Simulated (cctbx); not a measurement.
# Interatomic vectors of Tb5Mn2In4

Space group Pbam (no. 55), a = 7.9940 Å, b = 18.5860 Å, c = 3.6450 Å, α = 90.00°, β = 90.00°, γ = 90.00°, content Tb10 In8 Mn4.

The data are simulated with cctbx, not measured: Cu Kα, λ = 1.54184 Å, to d = 0.8 Å, 70 % of the full sphere, strongest reflection 20000 counts, noise from counting, a 3 % proportional error and a noise floor of 4 counts (s.d.); no absorption.

Patterson synthesis, origin scaled to 1000:

```text
Patterson group P m m m
      u       v       w   height  length (A)
  0.000   0.000   0.000   1000.0     0.00
  0.307   0.069   0.500    287.7     3.31
  0.068   0.154   0.500    281.8     3.44
  0.000   0.500   0.000    231.9     9.29
  0.241   0.224   0.000    222.9     4.58
  0.374   0.086   0.000    199.7     3.39
  0.133   0.303   0.000    171.2     5.73
  0.460   0.212   0.500    158.6     5.69
  0.500   0.343   0.000    141.4     7.52
  0.379   0.135   0.000    131.3     3.93
  0.212   0.428   0.500    130.4     8.33
  0.500   0.500   0.000    129.2    10.12
  0.356   0.367   0.000    121.2     7.39
  0.500   0.291   0.500    119.8     6.97
```

**Question.** Which atom pairs make the peaks, and where is the heaviest atom?

A peak at u stands for all pairs with xi − xj = u, with weight Σ ZiZj against Σ Z² = 63958 at the origin. Peak heights follow these weights only roughly, since form factors, motion and series ripples differ, all vectors within 0.55 Å of a peak are counted as merged into it though the farther ones add only part of their weight, and F(000) is left out, which lowers the whole map:

| u | v | w | shortest length (Å) | height | 1000 ΣZiZj/ΣZ² | pairs in the cell |
| --- | --- | --- | --- | --- | --- | --- |
| 0.307 | 0.069 | 0.500 | 3.31 | 288 | 299 | 6 × Tb–In |
| 0.068 | 0.154 | 0.500 | 3.44 | 282 | 299 | 6 × Tb–In |
| 0.000 | 0.500 | 0.000 | 9.29 | 232 | 264 | 4 × Tb–Tb |
| 0.241 | 0.224 | 0.000 | 4.59 | 223 | 246 | 2 × Tb–Tb, 2 × In–In, 2 × In–Mn |
| 0.374 | 0.086 | 0.000 | 3.39 | 200 | 207 | 2 × Tb–Tb, 2 × In–In |
| 0.133 | 0.303 | 0.000 | 5.73 | 171 | 245 | 2 × Tb–Tb, 3 × In–In |
| 0.460 | 0.212 | 0.500 | 5.69 | 159 | 301 | 4 × Tb–In, 4 × Tb–Mn |
| 0.500 | 0.343 | 0.000 | 7.52 | 141 | 284 | 2 × Tb–Tb, 4 × In–Mn, 2 × In–In |
| 0.379 | 0.135 | 0.000 | 3.93 | 131 | 170 | 2 × Tb–Tb, 1 × In–In |
| 0.212 | 0.428 | 0.500 | 8.34 | 130 | 150 | 2 × Tb–In, 2 × Tb–Mn |

The table stops at ten peaks or at a height of 45, below which ripples compete. In the model behind the data Tb, the heaviest element, has 3 independent sites: (0.1195, 0.4118, 0), (0.2462, 0.2220, 0) and (0, 0, 0), up to an allowed shift of origin; the Tb–Tb vectors are differences of these positions and their symmetry mates. The whole model:

| atom | mult. | x | y | z | Ueq (Å²) |
| --- | --- | --- | --- | --- | --- |
| Tb1 | 4 | 0.1195 | 0.4118 | 0 | 0.0057 |
| Tb2 | 4 | 0.2462 | 0.2220 | 0 | 0.0036 |
| Tb3 | 2 | 0 | 0 | 0 | 0.0040 |
| In1 | 4 | 0.0676 | 0.8484 | 1/2 | 0.0034 |
| In2 | 4 | 0.2057 | 0.5690 | 1/2 | 0.0041 |
| Mn1 | 4 | 0.0255 | 0.3039 | 1/2 | 0.0084 |

The model is made up (kin elements in a known structure type, no relaxation), so it says nothing on whether the phase exists.

[Logs are printed without paths, hosts, clocks, repeated set-up lines and the standing remarks that a program may print on its own settings, such as how far it seeks lower states.]
